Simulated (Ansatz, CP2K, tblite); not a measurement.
# Twisted graphene double bilayer, 38.21° (56 atoms) in tblite

Aim: run twisted graphene double bilayer, 38.21° (56 atoms) in tblite and see how near its forces come to a plane-wave reference, and at what cost.

Calculated with tblite 0.8.0; the method is named at each step.

**1. The structure**

The cell holds 56 atoms: 56 C. Its edges and angles: a = 6.508 Å, b = 6.509 Å, c = 24.180 Å, α = 90.0°, β = 90.0°, γ = 120.0°. It derives from C (graphene). Graphene (a = 2.46 Å) under graphene (a = 2.46 Å), double bilayer, commensurate cell of 7 unit cells a layer, twist 38.21 deg; facing planes 3.33, 3.52, 3.33 Å apart as built; 14 Å of vacuum; minimised with a classical potential. Then every atom was moved at random, 0.02 Å r.m.s. a Cartesian component. Regions: layer 1, 14 atoms (14 C); layer 2, 14 atoms (14 C); layer 3, 14 atoms (14 C); layer 4, 14 atoms (14 C). Vacuum lies along c.

The yardstick, on the same geometry:

| Property | Result |
| --- | --- |
| method | Kohn-Sham DFT, PBE, PAW, plane waves (Ansatz 0.2.0); cutoff 420 eV, Γ point, fermi-dirac smearing of 0.05 eV; PAW set soft_2 |
| r.m.s. force component | 1.136 eV/Å |
| longest force | 3.802 eV/Å |
| SCF cycles | 7 |
| time | 5.1 s on 4 threads of Arm Neoverse V2, shared host |
| CPU time | 19 s |

**2. GFN1-xTB**

Method: GFN1-xTB tight binding, diagonalisation.

File run.py:

```python
import numpy as np
from ase.io import read
from tblite.ase import TBLite

atoms = read("structure.xyz")
atoms.calc = TBLite(method="GFN1-xTB", electronic_temperature=580, accuracy=1.0, max_iterations=250, mixer_damping=0.1, verbosity=1)
energy = atoms.get_potential_energy()
forces = atoms.get_forces()
print(f"energy {energy:.6f} eV")
print("forces (eV/A)")
for i, (a, f) in enumerate(zip(atoms, forces)):
    print(f"{i:4d} {a.symbol:2s} {f[0]:10.5f} {f[1]:10.5f} {f[2]:10.5f}")
print("charges (e)")
print(np.array2string(atoms.get_charges(), precision=4, suppress_small=True, max_line_width=110, threshold=100000))
```

File structure.xyz:

```xyz
56
Lattice="6.50850 0.00000 0.00000 -3.25425 5.63653 0.00000 0.00000 0.00000 24.18000" Properties=species:S:1:pos:R:3 pbc="T T T"
C 0.43939 1.35277 7.02139
C 1.39708 0.27208 7.03952
C 0.00218 3.72682 7.05911
C 0.95385 2.68722 7.04605
C 2.81623 0.53626 7.02018
C 0.44404 5.09176 7.03807
C 2.31019 2.95332 7.02477
C 3.24963 1.87809 7.02356
C 1.82625 5.36479 7.05742
C 2.78343 4.33100 7.01559
C 4.63633 2.15439 7.06274
C 5.58501 1.10679 7.07047
C -2.27732 4.59129 7.04001
C -1.35946 3.50880 7.05911
C 0.93413 2.67932 10.40417
C 1.87568 1.62197 10.42085
C 0.48205 5.08252 10.39619
C 1.41485 4.01507 10.39571
C 3.26743 1.87488 10.39474
C 4.17530 0.78015 10.41457
C 2.77672 4.29267 10.41481
C 3.72944 3.21959 10.39788
C 5.59109 1.06423 10.40514
C 3.25490 5.62199 10.42182
C -1.39975 3.51060 10.37781
C -0.46129 2.44169 10.39933
C 1.41147 0.24592 10.39522
C -0.89248 4.83721 10.39087
C 3.69738 0.50802 13.79203
C 3.25653 1.88316 13.81283
C 1.84773 2.17057 13.78381
C 1.39181 3.46833 13.74706
C -1.84913 5.36045 13.77099
C 0.91464 1.05775 13.78671
C 0.03176 3.74198 13.79856
C -0.44632 5.12569 13.75576
C -0.45390 1.35141 13.81331
C -0.94419 2.67025 13.76253
C 2.30694 4.58160 13.79880
C 5.09476 0.27602 13.74367
C 4.15545 2.97851 13.75745
C 3.69875 4.29194 13.75697
C -0.46269 5.09430 17.17191
C 2.31992 0.79064 17.18859
C 0.94884 1.02692 17.09865
C 0.48088 2.41148 17.17022
C 3.71844 4.32480 17.13685
C 6.47147 0.01150 17.14942
C -0.91529 2.68164 17.15136
C -1.38228 4.01310 17.13274
C 5.14171 0.26007 17.15934
C 4.67014 1.58821 17.16200
C 1.37482 3.47024 17.16079
C 0.94630 4.85097 17.13371
C 3.24419 1.87544 17.13443
C 2.79335 3.18131 17.13612
```

Command:

```console
OMP_NUM_THREADS=1 python run.py > output.txt
```

The log of the run:

```text
------------------------------------------------------------
  cycle        total energy    energy error   density error
------------------------------------------------------------
      1     -119.3230012867  -1.2134565E+02   9.2188202E-01
      2     -119.3233114036  -3.1011696E-04   8.2957043E-01
      3     -119.3224861302   8.2527339E-04   8.8905771E-03
      4     -119.3231779405  -6.9181024E-04   5.8115194E-03
      5     -119.3236305097  -4.5256920E-04   8.0826081E-04
      6     -119.3236370972  -6.5874771E-06   6.3056896E-05
      7     -119.3236371239  -2.6745724E-08   3.9836435E-05
      8     -119.3236371394  -1.5509599E-08   1.7377705E-05
------------------------------------------------------------
 total:                                   0.441 sec
energy -3246.961552 eV
forces (eV/A)
   0 C     2.07899   -0.29798    0.41893
   1 C     0.54225    1.48127   -0.25227
   2 C     1.07989    1.55575   -0.10138
   3 C    -1.53279   -0.69517   -0.14594
   4 C    -1.89373    0.29801    0.20683
   5 C     0.70776   -0.58555    0.15627
   6 C     1.87320    0.99571   -0.05837
   7 C     0.29259    0.52970    0.12104
   8 C     1.51642    1.26317   -0.21890
   9 C     0.97129   -1.43418    0.39406
  10 C     0.56848    1.01827   -0.12230
  11 C    -1.76279   -1.64094   -0.23169
  12 C    -2.30985   -1.16866   -0.04957
  13 C    -2.13079   -1.31919   -0.06172
  14 C     0.15077    0.19389   -0.00156
  15 C    -0.66891   -1.28945   -0.27542
  16 C     0.30887    0.12014    0.05941
  17 C    -0.98455   -0.07258    0.13547
  18 C    -0.00022   -0.01664    0.20617
  19 C     1.32630    1.01406   -0.21885
  20 C     1.38772   -0.51075   -0.11042
  21 C    -0.44730    0.26546   -0.02455
  22 C    -0.56321    0.81736    0.13859
  23 C     0.69315    0.51879   -0.20492
[...]
48 C    -0.40582   -0.82347   -0.00717
  49 C    -0.81788    0.86035    0.25413
  50 C    -2.66102    0.73105   -0.09885
  51 C    -1.00367    1.24999   -0.22552
  52 C     1.70612    1.27994   -0.25370
  53 C    -0.75805   -1.67697    0.54384
  54 C     1.50452   -1.36677    0.41936
  55 C    -0.31954    2.80794    0.05366
charges (e)
[ 0.0006 -0.0024  0.0028  0.0038  0.0012  0.0019  0.0004  0.002  -0.0023 -0.0067 -0.0031  0.0002  0.0003
  0.0015  0.0011 -0.0025  0.0036  0.0018  0.0017 -0.001   0.0023 -0.0006 -0.0047  0.0012  0.0009 -0.0024
 -0.0043  0.0028  0.0067 -0.0063 -0.0015  0.0063 -0.0014 -0.0006 -0.0061  0.0034  0.0032 -0.0039 -0.0028
 -0.0029  0.0033  0.0026 -0.0004  0.0038 -0.0032 -0.0017 -0.0075  0.0097  0.0008  0.0007  0.0111 -0.0049
 -0.0017 -0.004   0.0015 -0.0042]
```

Wall time 1 s (1 thread of Arm Neoverse V2, shared host); peak memory 0.1 GiB.

Banners, paths, timers and routine set-up lines are dropped from the logs unmarked, and long logs keep their key lines alone; longer cuts are marked.

Numbers from this run, and their distance from the reference:

```
r.m.s. force component                  : 1.096 eV/Å
r.m.s. difference of force components   : 80.9 meV/Å
longest difference of force vectors     : 324.2 meV/Å
force difference over r.m.s. force      : 7.122 %
slope of forces against the reference's : 0.963
correlation of force components         : 0.998
```

Local excerpt of 10 atoms (numbers count through the whole input) about C36, which bears the longest force; x, y, z are measured from there.

```csv
atom,x,y,z,distance (Å),bonds,Mulliken charge (e),Fx,Fy,Fz (eV/Å)
C36,0.00,0.00,0.00,0.00,3,0.00,-1.57,-3.42,0.35
C29,0.89,1.02,0.04,1.35,3,0.01,1.64,3.29,-0.20
C33,-1.40,0.23,0.02,1.42,3,0.00,-0.64,0.04,-0.04
C35,0.48,-1.38,0.04,1.46,3,-0.01,-2.59,0.70,-0.73
C40,2.29,0.79,-0.01,2.42,3,0.00,0.68,0.00,0.84
C30,0.45,2.39,0.06,2.44,3,-0.01,-0.91,-0.24,-0.51
C34,-1.89,1.57,0.03,2.46,3,0.00,1.31,0.84,0.09
C32,1.84,-1.66,-0.01,2.48,3,0.01,0.52,1.94,0.63
C38,-0.50,-2.46,0.01,2.51,3,0.00,0.52,1.63,0.36
C42,-2.36,-0.83,0.00,2.51,3,0.00,0.33,1.33,0.22
```

Atoms are counted from 1 here, from 0 in the log.

Forces lie 7.1 % from the reference's, at 0.052 times its CPU time (on 1 against 4 cores).

**3. What came out**

```
force difference from the reference : tblite GFN1-xTB, 7.1 %
its CPU time                        : 1 s
```

In words: Tight binding differs by 7.1 % (tblite GFN1-xTB); it is another model, with fitted parameters of its own, and the xTB methods hold dispersion. One electronic-structure run takes under half the reference's CPU time: tblite GFN1-xTB, at 7.1 % in 1 s against 19 s. Periodic xTB results under one method name differ between programs and library versions. The cell is under 6 Å thick along two periodic directions, so every atom has periodic images of itself close by, which move with it and show among its neighbours and in g(r). The reference's PBE has no dispersion term, which matters for the binding between molecules or layers. One k-point is far too coarse for the carbon or group-IV sheet, and it can put spurious forces of up to about 1 eV/Å on the sheet's atoms. The electronic-structure runs sample only Γ, in a cell whose shortest periodic width is 6 Å.

[Also dropped from logs without a mark: logging warnings of Python, and SIESTA's first energy breakdown and zero terms.]

[Logs are printed without paths, hosts, clocks, repeated set-up lines and the standing remarks that a program may print on its own settings, such as how far it seeks lower states.]

[Hosts, paths, dates, database ids (printed as entryN), source tags and the programs' standing remarks are cut or masked in the printed files.]
